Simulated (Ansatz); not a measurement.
# Ir wire along [100], 21 atoms a period: bands along the axis, part 2 of 2

Aim: is the Ir wire along [100], 21 atoms a period a metal or a semiconductor?

Ansatz 0.2.0; DFT PBE, plane waves, PAW; relaxation of a wire's period; PAW set soft_1 (the session's first sound run).

So far: Starting point; Relaxing the period.

**2. Relaxing the period (continued)**

The steps of the relaxation:

```
step  energy less that of the first step (eV)  largest force component (eV/Å)  pressure (GPa)  volume (Å³)
   1                                   0.0000                          1.8624           -7.29       818.16
   2                                  -1.8922                          1.2889            4.38       785.55
   3                                  -2.4263                          0.3840           -0.77       800.97
   4                                  -2.4065                          0.2749           -1.23       804.62
   5                                  -2.4929                          0.0626           -0.01       795.48
   6                                  -2.4953                          0.0271            0.01       796.00
   7                                  -2.4957                          0.0020           -0.01       796.33
  8*                                  -2.4908                          0.0024           -0.01       796.33
```

Relaxation steps marked * repeat the geometry before them on a plane-wave basis chosen anew for their cell, so energy and pressure can jump there. Relaxation step 4 was tried and not accepted.

The run keeps the 16 symmetry operations that it works with, so distortions that break them were not tested.

```
cell as run  before  after  change
      c (Å)   3.870  3.767  -2.7 %
```

The atoms that moved most (Å, along periodic axes as changes of fractional coordinates times the final cell, across vacuum about the mean position):

```
atom      dx      dy     dz  length
 Ir8   0.090   0.090  0.000   0.127
 Ir3  -0.090   0.090  0.000   0.127
 Ir7   0.090  -0.090  0.000   0.127
 Ir2  -0.090  -0.090  0.000   0.127
Ir12   0.073   0.104  0.000   0.127
Ir10   0.104   0.073  0.000   0.127
Ir11   0.104  -0.073  0.000   0.127
Ir17  -0.073   0.104  0.000   0.127
```

Numbers from this step:

```yaml
energy_at_zero_smearing: -250650.3722 eV
cell_length_along_the_wire: 3.767 Å
```

The cell's length comes to 3.767 Å with spin left out.

**3. The perfect wire**

This step: DFT PBE, plane waves, PAW; bands of a perfect wire; PAW set soft_1 (Ansatz 0.2.0).

At the relaxed period the bands are computed along the axis; those that cross an energy going forward count the channels that a perfect wire would open there.

input.yaml reads:

```yaml
crystal:
  lattice:
    - [14.54, 0.0, 0.0]
    - [0.0, 14.54, 0.0]
    - [0.0, 0.0, 3.7667129442]
  atoms:
    - { symbol: Ir, position: [0.240384746, 0.5, 0.0] }
    - { symbol: Ir, position: [0.360719876, 0.360719876, 0.0] }
    - { symbol: Ir, position: [0.360719876, 0.639280124, 0.0] }
    - { symbol: Ir, position: [0.5, 0.240384746, 0.0] }
    - { symbol: Ir, position: [0.5, 0.5, 0.0] }
    - { symbol: Ir, position: [0.5, 0.759615254, 0.0] }
    - { symbol: Ir, position: [0.639280124, 0.360719876, 0.0] }
    - { symbol: Ir, position: [0.639280124, 0.639280124, 0.0] }
    - { symbol: Ir, position: [0.759615254, 0.5, 0.0] }
    - { symbol: Ir, position: [0.241005864, 0.371909664, 0.5] }
    - { symbol: Ir, position: [0.241005864, 0.628090336, 0.5] }
    - { symbol: Ir, position: [0.371909664, 0.241005864, 0.5] }
    - { symbol: Ir, position: [0.369969683, 0.5, 0.5] }
    - { symbol: Ir, position: [0.371909664, 0.758994136, 0.5] }
    - { symbol: Ir, position: [0.5, 0.369969683, 0.5] }
    - { symbol: Ir, position: [0.5, 0.630030317, 0.5] }
    - { symbol: Ir, position: [0.628090336, 0.241005864, 0.5] }
    - { symbol: Ir, position: [0.630030317, 0.5, 0.5] }
    - { symbol: Ir, position: [0.628090336, 0.758994136, 0.5] }
    - { symbol: Ir, position: [0.758994136, 0.371909664, 0.5] }
    - { symbol: Ir, position: [0.758994136, 0.628090336, 0.5] }
kpoints:
  mp_grid: { grid: [1, 1, 22] }
  band_path: { path: ["Γ", Z], npoints: 90 }
scf:
  occupations: { method: fermi_dirac, width: 0.05 }
hamiltonian:
  xc: pbe
  pseudopotentials: { kind: paw, azcp: { folder: soft_1 } }
output:
  dos: { e_range: [-5, 4] }
  write_potential: true
  write_density: true
  volumetric_format: npy
```

Command:

```sh
ansatz run input.yaml --threads 4 --pin off --max-ram 16384MiB --backend cpu --events-out ev --progress --plain --runs-dir out
```

Numbers of over 12 decimals in the logs are rounded to 6 here.

The log of the run:

```text
[...]
Crystal: 21 atoms, lattice volume = 796.327 Å³
Basis set: ecut = 420 eV, 15545 PW (Γ)
Bands: 215, of which v1, the nominal top of the filled ones, is band 179 counted from 1 (178 counted from 0)
Symmetry: 16 space group operations
[...]
k-points: 12 of 22
[...]
SCF iter   1: F=—  HF=-250655.002760 eV  |F-HF|=—  |Δ(HF+E_count)|=         —  Δρ=3.25e-2  dr2=2.20e1  ethr=3.10e-3  ⟨swp⟩=7.8  Hψ=10757  notcnv=0  defer=33
[...]
SCF iter  10: F=-250650.441761 eV  HF=-250650.441761 eV  |F-HF|=5.76e-9  |Δ(HF+E_count)|=   1.72e-7  Δρ=2.35e-6  dr2=5.81e-8  ethr=2.80e-11  ⟨swp⟩=13.5  Hψ=8533  notcnv=0
SCF 1 converged in 10 iterations: F = -250650.441761 eV  dr2 = 5.81e-8
[...]
NSCF: frozen V_eff on 91 k-points
WARN: The output density's exchange-correlation potential varies sharply where the density is thin. Do not read a vacuum level from v_tot or v_xc, or from such a field of the output density. On a cell that repeats whose density bears no net charge and no dipole along the vacuum's axis use v_es (v_loc + v_h of the components); under efield.dipole_correction with no amplitude use v_es + v_field, which holds any externa [...]
SCF converged after 10 iterations
Free energy (F): -250650.441761 eV
[...]
Internal energy: -250650.302930 eV  (E = F + TS)
E sigma→0 (E₀):  -250650.372345 eV
Entropy (-TS):   -0.138830 eV (-6.611 meV/atom)
Fermi energy:    6.407473 eV
[...]
--- Band table (eV; the first three rows and the last of 12) ---
  k-point 0: bands = [... 175 lower, 6.4687, 6.4706, 6.4825, 6.4825, 6.5211, 6.6695, 6.8473, 6.9307, ... 32 higher]
  k-point 1: bands = [... 175 lower, 6.3462, 6.4556, 6.5506, 6.5793, 6.5838, 6.5838, 6.8890, 6.8911, ... 32 higher]
  k-point 2: bands = [... 175 lower, 6.2390, 6.2649, 6.6160, 6.6470, 6.6470, 6.6532, 6.8228, 6.8357, ... 32 higher]
  k-point 11: bands = [... 175 lower, 6.0803, 6.1398, 6.1518, 6.2055, 6.3598, 6.3598, 6.7043, 6.7767, ... 32 higher]
```

Run time: 5 min. Hardware: 4 threads of Arm Neoverse V1, shared host; peak memory 7.8 GiB; 20 min of CPU time.

Reading the cycles: dr2 is the Hartree energy of the density residual (eV), the measure of convergence; HF is the Harris–Foulkes estimate of the energy, which meets the free energy F at convergence.

This step gave:

```
energy at zero smearing : -250650.3723 eV
band gap                : 0 eV
```

The electronic bands at the labelled points (eV, zero at the Fermi level; # counts the bands kept):

```
  point    #49    #50    #51    #52    #53    #54   #55   #56
      Γ   0.06   0.06   0.08   0.08   0.11   0.26  0.44  0.52
halfway  -0.28  -0.24  -0.24  -0.16   0.14   0.15  0.30  0.33
      Z  -0.33  -0.27  -0.26  -0.20  -0.05  -0.05  0.30  0.37
```

Between Γ and Z the bands cross the Fermi level 8 times, so a perfect wire would conduct at least 8 G₀, with spin left out.

**4. Summary of results**

```json
{
 "cell length, PBE": "3.767 Å",
 "ballistic conductance by band crossings, a lower bound, PBE": "8 G₀"
}
```

In words: Under PBE the cell's length is 3.77 Å, and the bands cross the Fermi level 8 times between Γ and Z, which gives a perfect wire at least 8 G₀ (opposite crossings within one step of the path cancel in such a count). No spin was allowed, though thin wires with open d shells can turn magnetic. Spin-orbit coupling is left out, which matters for the bands of heavy atoms.

[Logs are printed without paths, hosts, clocks, repeated set-up lines and the standing remarks that a program may print on its own settings, such as how far it seeks lower states.]

[Hosts, paths, dates, database ids (printed as entryN), source tags and the programs' standing remarks are cut or masked in the printed files.]
